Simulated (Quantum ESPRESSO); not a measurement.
# NiSO4: spin-resolved density of states

Where do the states of the two spins of NiSO4 lie?

Program: Quantum ESPRESSO 7.5. Level of theory: LDA with U = 6 eV on Ni d (ortho-atomic projectors); plane waves with GBRV 1.5 LDA potentials, no spin-orbit coupling. Results are calculated unless marked as measured.

## 1. The structure

The structure is orthorhombic, space group Cmcm (No. 63). The conventional cell has a = 5.155 Å, b = 7.842 Å, c = 6.338 Å, α = 90.00°, β = 90.00°, γ = 90.00°. Nearest to Ni lie 6 O at 1.99 to 2.05 Å. Nearest to S lie 4 O at 1.53 to 1.60 Å. O has 1 S at 1.53 Å and 1 Ni at 1.99 Å nearest. Nearest to O lie 1 S at 1.60 Å and 2 Ni at 2.05 Å. Farther neighbours and most contacts between anions are not listed.

The cell comes from the Crystallography Open Database.

## 2. The magnetic state

This state came out lowest in a comparison of starts that is told elsewhere.

File pw.in:

```
&CONTROL
  calculation = 'scf'
  prefix = 'pwscf'
  outdir = './tmp'
  pseudo_dir = './pseudo'
  disk_io = 'low'
/
&SYSTEM
  ibrav = 0
  celldm(1) = 8
  nat = 12
  ntyp = 4
  ecutwfc = 40
  ecutrho = 280
  nbnd = 67
  occupations = 'smearing'
  smearing = 'fd'
  degauss = 0.00367493
  nspin = 2
  starting_magnetization(1) = 0.1111
  starting_magnetization(2) = -0.1111
  starting_magnetization(3) = 0
  starting_magnetization(4) = 0
/
&ELECTRONS
  conv_thr = 2.4d-08
  electron_maxstep = 150
  mixing_beta = 0.3
/
ATOMIC_SPECIES
Ni1    58.6934 ni_lda_v1.4.uspp.F.UPF
Ni2    58.6934 ni_lda_v1.4.uspp.F.UPF
S      32.0600 s_lda_v1.4.uspp.F.UPF
O      15.9990 o_lda_v1.2.uspp.F.UPF
CELL_PARAMETERS alat
   0.6088461357779   -0.9262020168322    0.0000000000000
   0.6088461357779    0.9262020168322    0.0000000000000
   0.0000000000000    0.0000000000000    1.4971355222348
ATOMIC_POSITIONS crystal
Ni1     0.0000000000    0.0000000000    0.0000000000
Ni2     0.0000000000    0.0000000000    0.5000000000
S       0.6400000000    0.3600000000    0.2500000000
S       0.3600000000    0.6400000000    0.7500000000
O       0.7500000000    0.2500000000    0.0500000000
O       0.2500000000    0.7500000000    0.5500000000
O       0.2500000000    0.7500000000    0.9500000000
O       0.7500000000    0.2500000000    0.4500000000
O       0.7700000000    0.7300000000    0.2500000000
O       0.2300000000    0.2700000000    0.7500000000
O       0.7300000000    0.7700000000    0.7500000000
O       0.2700000000    0.2300000000    0.2500000000
K_POINTS automatic
6 6 6 0 0 0
HUBBARD {ortho-atomic}
U Ni1-3d 6.0000
U Ni2-3d 6.0000
```

Command:

```sh
$ OMP_NUM_THREADS=1 mpirun -n 4 pw.x -nk 4 -in pw.in > pw.out
```

Log:

```text
Program PWSCF v.7.5 starts

     Message from routine setup:
     using ibrav=0 with symmetry is DISCOURAGED, use correct ibrav instead

     K-points division:     npool     =       4
     Subspace diagonalization in iterative solution of the eigenvalue problem:

     bravais-lattice index     =            0
     lattice parameter (alat)  =       8.0000  a.u.
     unit-cell volume          =     864.5186 (a.u.)^3
     number of atoms/cell      =           12
     number of atomic types    =            4
     number of electrons       =        96.00
     number of Kohn-Sham states=           67
     kinetic-energy cutoff     =      40.0000  Ry
     charge density cutoff     =     280.0000  Ry
     scf convergence threshold =      2.4E-08
     mixing beta               =       0.3000
     number of iterations used =            8  plain     mixing
     Exchange-correlation= SLA  PZ   NOGX NOGC
                           (   1   1   0   0   0   0   0)
     Hubbard projectors: ortho-atomic
     Hubbard parameters of DFT+U (Dudarev formulation) in eV:
     U(Ni1-3d) =  6.0000
     U(Ni2-3d) =  6.0000

     Internal variables: lda_plus_u =T, lda_plus_u_kind = 0

     Internal variables: orbital_resolved =F, hub_pot_fix =F, apply_U = F

     celldm(1)=   8.000000  celldm(2)=   0.000000  celldm(3)=   0.000000
     celldm(4)=   0.000000  celldm(5)=   0.000000  celldm(6)=   0.000000

     crystal axes: (cart. coord. in units of alat)
               a(1) = (   0.608846  -0.926202   0.000000 )
               a(2) = (   0.608846   0.926202   0.000000 )
               a(3) = (   0.000000   0.000000   1.497136 )

     reciprocal axes: (cart. coord. in units 2 pi/alat)
               b(1) = (  0.821226 -0.539839  0.000000 )
               b(2) = (  0.821226  0.539839 -0.000000 )
               b(3) = ( -0.000000  0.000000  0.667942 )

     PseudoPot. # 1 for Ni read from file:
     ni_lda_v1.4.uspp.F.UPF
     Pseudo is Ultrasoft + core correction, Zval = 18.0

     PseudoPot. # 2 for Ni read from file:
     ni_lda_v1.4.uspp.F.UPF
     Pseudo is Ultrasoft + core correction, Zval = 18.0

     PseudoPot. # 3 for S  read from file:
     s_lda_v1.4.uspp.F.UPF
     Pseudo is Ultrasoft + core correction, Zval =  6.0

     PseudoPot. # 4 for O  read from file:
     o_lda_v1.2.uspp.F.UPF
     Pseudo is Ultrasoft + core correction, Zval =  6.0

     atomic species   valence    mass     pseudopotential
     Ni1              18.00    58.69340     Ni( 1.00)
     Ni2              18.00    58.69340     Ni( 1.00)
     S                 6.00    32.06000     S ( 1.00)
     O                 6.00    15.99900     O ( 1.00)

     Starting magnetic structure
     atomic species   magnetization
     Ni1             0.111
     Ni2            -0.111
     S               0.000
     O               0.000

      4 Sym. Ops., with inversion, found

   Cartesian axes

     site n.     atom                  positions (alat units)
         1        Ni1    tau(   1) = (   0.0000000   0.0000000   0.0000000  )
         2        Ni2    tau(   2) = (   0.0000000   0.0000000   0.7485678  )
         3        S      tau(   3) = (   0.6088461  -0.2593366   0.3742839  )
         4        S      tau(   4) = (   0.6088461   0.2593366   1.1228516  )
         5        O      tau(   5) = (   0.6088461  -0.4631010   0.0748568  )
         6        O      tau(   6) = (   0.6088461   0.4631010   0.8234245  )
         7        O      tau(   7) = (   0.6088461   0.4631010   1.4222787  )
         8        O      tau(   8) = (   0.6088461  -0.4631010   0.6737110  )
         9        O      tau(   9) = (   0.9132692  -0.0370481   0.3742839  )
        10        O      tau(  10) = (   0.3044231   0.0370481   1.1228516  )
        11        O      tau(  11) = (   0.9132692   0.0370481   1.1228516  )
        12        O      tau(  12) = (   0.3044231  -0.0370481   0.3742839  )

     number of k points=    68  Fermi-Dirac smearing, width (Ry)=  0.0037
                       cart. coord. in units 2pi/alat
        k(    1) = (   0.0000000   0.0000000   0.0000000), wk =   0.0046296
        k(    2) = (   0.0000000   0.0000000   0.1113237), wk =   0.0092593
        k(    3) = (   0.0000000   0.0000000   0.2226474), wk =   0.0092593
        k(    4) = (   0.0000000   0.0000000  -0.3339711), wk =   0.0046296
        k(    5) = (   0.1368709   0.0899732   0.0000000), wk =   0.0185185
        [... 63 further k-points ...]

     Dense  grid:    68401 G-vectors     FFT dimensions: (  48,  48,  64)

     Smooth grid:    29479 G-vectors     FFT dimensions: (  36,  36,  50)

     Check: negative core charge=   -0.000007
     Generating pointlists ...
     new r_m :   0.1935 (alat units)  1.5481 (a.u.) for type    1
     new r_m :   0.1935 (alat units)  1.5481 (a.u.) for type    2
     new r_m :   0.1494 (alat units)  1.1952 (a.u.) for type    3
     new r_m :   0.1494 (alat units)  1.1952 (a.u.) for type    4

     Initial potential from superposition of free atoms

     starting charge      91.9999, renormalised to      96.0000

     STARTING HUBBARD OCCUPATIONS:

     =================== HUBBARD OCCUPATIONS ===================
     ------------------------ ATOM    1 ------------------------
     Tr[ns(  1)] (up, down, total) =   5.00000  3.00000  8.00000
     Atomic magnetic moment for atom   1 =   2.00000
     [... lines left out ...]
     ------------------------ ATOM    2 ------------------------
     Tr[ns(  2)] (up, down, total) =   3.00000  5.00000  8.00000
     Atomic magnetic moment for atom   2 =  -2.00000
     [... lines left out ...]
     Number of occupied Hubbard levels =   16.0000

     Atomic wfc used for Hubbard projectors are orthogonalized

     Starting wfcs are   66 randomized atomic wfcs +    1 random wfcs

     Self-consistent Calculation

     iteration #  1     ecut=    40.00 Ry     beta= 0.30
     Davidson diagonalization with overlap
     ethr =  1.00E-02,  avg # of iterations =  6.5

     =================== HUBBARD OCCUPATIONS ===================
     ------------------------ ATOM    1 ------------------------
     Tr[ns(  1)] (up, down, total) =   4.74365  2.51091  7.25456
     Atomic magnetic moment for atom   1 =   2.23275
     [... lines left out ...]
     ------------------------ ATOM    2 ------------------------
     Tr[ns(  2)] (up, down, total) =   2.51097  4.74365  7.25462
     Atomic magnetic moment for atom   2 =  -2.23268
     [... lines left out ...]
     Number of occupied Hubbard levels =   14.5092

     total energy              =    -990.05904564 Ry
     estimated scf accuracy    <       9.99438549 Ry

     total magnetization       =     0.00 Bohr mag/cell
     absolute magnetization    =     4.82 Bohr mag/cell

     iteration #  2     ecut=    40.00 Ry     beta= 0.30
     Davidson diagonalization with overlap
     ethr =  1.00E-02,  avg # of iterations =  2.1

     total energy              =    -992.20411956 Ry
     estimated scf accuracy    <       1.48677498 Ry

     total magnetization       =     0.00 Bohr mag/cell
     absolute magnetization    =     3.44 Bohr mag/cell

     [... further iterations left out ...]

     iteration # 17     ecut=    40.00 Ry     beta= 0.30
     Davidson diagonalization with overlap
     ethr =  8.40E-11,  avg # of iterations =  2.1

     total energy              =    -992.43962731 Ry
     estimated scf accuracy    <       0.00000003 Ry

     total magnetization       =     0.00 Bohr mag/cell
     absolute magnetization    =     3.84 Bohr mag/cell

     iteration # 18     ecut=    40.00 Ry     beta= 0.30
     Davidson diagonalization with overlap
     ethr =  3.03E-11,  avg # of iterations =  2.0

     Magnetic moment per site  (integrated on atomic sphere of radius R)
     atom   1 (R=0.194)  charge= 15.3627  magn=  1.6873
     atom   2 (R=0.194)  charge= 15.3627  magn= -1.6873
     atom   3 (R=0.149)  charge=  1.3732  magn= -0.0000
     atom   4 (R=0.149)  charge=  1.3732  magn= -0.0000
     atom   5 (R=0.149)  charge=  4.1928  magn=  0.0142
     atom   6 (R=0.149)  charge=  4.1928  magn= -0.0142
     atom   7 (R=0.149)  charge=  4.1928  magn=  0.0142
     atom   8 (R=0.149)  charge=  4.1928  magn= -0.0142
     atom   9 (R=0.149)  charge=  4.1751  magn=  0.0000
     atom  10 (R=0.149)  charge=  4.1751  magn=  0.0000
     atom  11 (R=0.149)  charge=  4.1751  magn=  0.0000
     atom  12 (R=0.149)  charge=  4.1751  magn=  0.0000

     End of self-consistent calculation

     =================== HUBBARD OCCUPATIONS ===================
     ------------------------ ATOM    1 ------------------------
     Tr[ns(  1)] (up, down, total) =   4.96901  3.24057  8.20958
     Atomic magnetic moment for atom   1 =   1.72844
     [... lines left out ...]
     ------------------------ ATOM    2 ------------------------
     Tr[ns(  2)] (up, down, total) =   3.24057  4.96901  8.20958
     Atomic magnetic moment for atom   2 =  -1.72845
     [... lines left out ...]
     Number of occupied Hubbard levels =   16.4192

     Number of k-points >= 100: set verbosity='high' to print the bands.

     the Fermi energy is     7.3349 ev

!    total energy              =    -992.43962739 Ry
     estimated scf accuracy    <          5.0E-09 Ry
     smearing contrib. (-TS)   =      -0.00000000 Ry
     internal energy E=F+TS    =    -992.43962739 Ry

     The total energy is F=E-TS. E is the sum of the following terms:
     one-electron contribution =    -700.59310405 Ry
     hartree contribution      =     397.05622640 Ry
     xc contribution           =    -144.52945564 Ry
     ewald contribution        =    -544.50167412 Ry
     Hubbard energy            =       0.12838002 Ry

     total magnetization       =     0.00 Bohr mag/cell
     absolute magnetization    =     3.84 Bohr mag/cell

     convergence has been achieved in  18 iterations

=------------------------------------------------------------------------------=
   JOB DONE.
=------------------------------------------------------------------------------=
```

The job ended after 2.7 min (4 MPI ranks of AMD EPYC 9R14 (Zen 4), shared host; peak memory 1.3 GiB; 11 min of CPU time).

Spin moment in the atom's sphere by atom:

| atom | spin moment in the atom's sphere (μB) |
| --- | --- |
| Ni1 | 1.69 |
| Ni2 | -1.69 |
| S3 | 0.00 |
| S4 | 0.00 |
| O5 | 0.01 |
| O6 | -0.01 |
| O7 | 0.01 |
| O8 | -0.01 |
| O9 | 0.00 |
| O10 | 0.00 |
| O11 | 0.00 |
| O12 | 0.00 |

This step gave:

- smearing term TS: 3.29e-12 eV
- magnetization: 0 μB
- absolute magnetization: 3.838 μB
- final state: antiferromagnetic

(Part 1 of 2 ends here.)

[Logs and program files are shortened in this print: banners, set-up blocks, solver, clock and traceback lines can be left out without a mark of their own.]

[Logs are printed without paths, hosts, clocks, repeated set-up lines and the standing remarks that a program may print on its own settings, such as how far it seeks lower states.]

[Hosts, paths, dates, database ids (printed as entryN), source tags and the programs' standing remarks are cut or masked in the printed files.]

[Where a cell is said to come from a database of computed structures, the database is the Materials Project.]
